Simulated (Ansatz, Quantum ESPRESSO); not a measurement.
## ZrPbSe3 (Pm-3m): zone-centre phonons: relaxing the cell and atoms

Quantum ESPRESSO 8.0 development, patched; DFT LDA, scalar-relativistic, plane waves, PseudoDojo norm-conserving pseudopotentials.

The structure was built from a prototype and need not be the compound's stable phase.

Symmetry: Pm-3m, No. 221, cubic system. The conventional cell has a = 5.238 Å, b = 5.238 Å, c = 5.238 Å, α = 90.00°, β = 90.00°, γ = 90.00°. Nearest to Pb lie 12 Se at 3.70 Å. Nearest to Zr lie 6 Se at 2.62 Å. Se has 2 Zr at 2.62 Å nearest. Farther neighbours and most contacts between anions are not listed.

Relaxation path:

```tsv
step	energy less that of the first step (eV)	largest force (eV/Å)	pressure (GPa)	volume (Å³)
1	0.0000	0.0000	-4.30	143.71
2	-0.0723	0.0000	-3.07	140.58
3	-0.1317	0.0000	-0.99	135.97
4	-0.1378	0.0000	0.07	133.88
5	-0.1378	0.0000	0.00	134.02
6	-0.1378	0.0000	0.00	134.02
7	-0.1374	0.0000	0.00	134.02
```

```tsv
conventional cell, symmetrised	before	after	change
a (Å)	5.238	5.117	-2.3 %
b (Å)	5.238	5.117	-2.3 %
c (Å)	5.238	5.117	-2.3 %
volume (Å³/atom)	28.74	26.80	-6.7 %
```

The last row of the table of steps is pw.x's closing run on a basis chosen anew for the final cell, so its energy can jump.

This step gave:

* volume per atom: 26.80 Å³
* pressure: 0 GPa
* gap on the k-mesh: 0 eV

The volume changes by -6.7 % from the cell with which this run began.

Q: Write an input that reproduces this.

The system, level and task follow from the heading and the kind of results. Meshes, cutoffs and thresholds can't be read from the results; these are the ones that the run used.

File relax.in:

```
&CONTROL
  calculation   = 'vc-relax'
  prefix        = 'x'
  outdir        = './tmp'
  pseudo_dir    = './pseudo'
  tprnfor       = .true.
  tstress       = .true.
  forc_conv_thr = 2.0d-05
  etot_conv_thr = 1.0d-07
  nstep         = 40
/
&SYSTEM
  ibrav       = 0
  nat         = 5
  ntyp        = 3
  ecutwfc     = 103
  occupations = 'smearing'
  smearing    = 'gaussian'
  degauss     = 0.002
/
&ELECTRONS
  conv_thr         = 1.0d-11
  mixing_beta      = 0.7
  electron_maxstep = 100
/
&IONS
/
&CELL
  press_conv_thr = 0.2
/
ATOMIC_SPECIES
 Pb    207.2000  Pb.upf
 Zr     91.2240  Zr.upf
 Se     78.9710  Se.upf
CELL_PARAMETERS angstrom
     5.238000000    0.000000000    0.000000000
     0.000000000    5.238000000    0.000000000
     0.000000000    0.000000000    5.238000000
ATOMIC_POSITIONS crystal
 Pb     0.000000000   0.000000000   0.000000000
 Zr     0.500000000   0.500000000   0.500000000
 Se     0.500000000   0.500000000   0.000000000
 Se     0.500000000   0.000000000   0.500000000
 Se     0.000000000   0.500000000   0.500000000
K_POINTS automatic
 6 6 6 0 0 0
```

On the command line:

```console
> OMP_NUM_THREADS=1 mpirun -n 4 pw.x -nk 4 -in relax.in > relax.out
```

[Host names and launcher messages were left out of these logs when they were recorded.]

[Logs are printed without paths, hosts, clocks, repeated set-up lines and the standing remarks that a program may print on its own settings, such as how far it seeks lower states.]

[Hosts, paths, dates, database ids (printed as entryN), source tags and the programs' standing remarks are cut or masked in the printed files.]
